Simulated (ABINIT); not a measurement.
# Calculated records

### A GW chain in ABINIT: GaN (F-43m)

The structure is cubic, space group F-43m (No. 216). Conventional cell: a = 4.507 Å, b = 4.507 Å, c = 4.507 Å, α = 90.00°, β = 90.00°, γ = 90.00°. Nearest to Ga lie 4 N at 1.95 Å. N has 4 Ga at 1.95 Å nearest. Farther neighbours, and contacts between anions beyond the nearest, are not listed.

```
Ga N
1.0
     0.00000    2.25350    2.25350
     2.25350    0.00000    2.25350
     2.25350    2.25350    0.00000
Ga N
1 1
Direct
  0.00000 0.00000 0.00000
  0.75000 0.75000 0.75000
```

* method: RPA screening on LDA, plane waves, norm-conserving pseudopotentials (and 2 further levels or steps)
* program: ABINIT 10.8.3
* settings: cutoff 45 Ha, PseudoDojo scalar-relativistic 0.4.1 stringent, norm-conserving, potential set dojo-sr-lda-0.4.1-stringent, ngkpt (6, 6, 6), nband 123, ecuteps 9 Ha, inclvkb 2, shiftk (0, 0, 0), symchi 1, awtr 1, frequency ppm, 6×6×6 k-mesh
* cost: 5 runs, 2.1 min in all on 8 MPI ranks of Arm Neoverse V2, shared host
* notes: The cell and positions are those that the Materials Project relaxed with its own functionals (PBE, PBE+U or r2SCAN), kept fixed. This is not the form that GaN usually takes at ambient conditions. Limits: no spin-orbit coupling.
* LDA gap: 1.75 eV, direct
* G0W0 gap on the mesh: 2.93 eV
* GW settings: 6×6×6 mesh, 123 bands, screening to 244.9 eV, Godby-Needs plasmon pole
* known limits: short of the basis limit; no spin-orbit coupling

G0W0 moves the gap on the mesh from 1.75 eV to 2.93 eV (+1.18 eV), with Z of 0.79 and 0.82 at the edges. Local fields lower the RPA ε∞ on this mesh from 6.98 to 6.50.

[Long decimals in the printed logs are rounded to 6 places.]

[Logs are printed without paths, hosts, clocks, repeated set-up lines and the standing remarks that a program may print on its own settings, such as how far it seeks lower states.]

[Paths, hosts, dates, memory and timing lines, banners, echoed tables and standing remarks are left out of the program output; an Ansatz launch command may be rebuilt from the run's recorded settings. Measured values are a selection of at most five: reports struck by readers or far from the other reports are left out. None is set beside runs whose start may be inverted or whose files or cutoffs have a known fault.]

[Runs of the session that timed out or met a known fault of the program may be left out.]

[Hosts, paths, dates, database ids (printed as entryN), source tags and the programs' standing remarks are cut or masked in the printed files.]

[G0W0 gaps are taken among the corrected bands and points alone; a level outside them can change the order at an edge.]

[Where Ansatz stands beside ABINIT at settings called matched, ABINIT's density can come from a denser mesh and the files from another edition; pairs whose starting gaps differed by over 0.03 eV were left out, so agreement reads better than it is.]
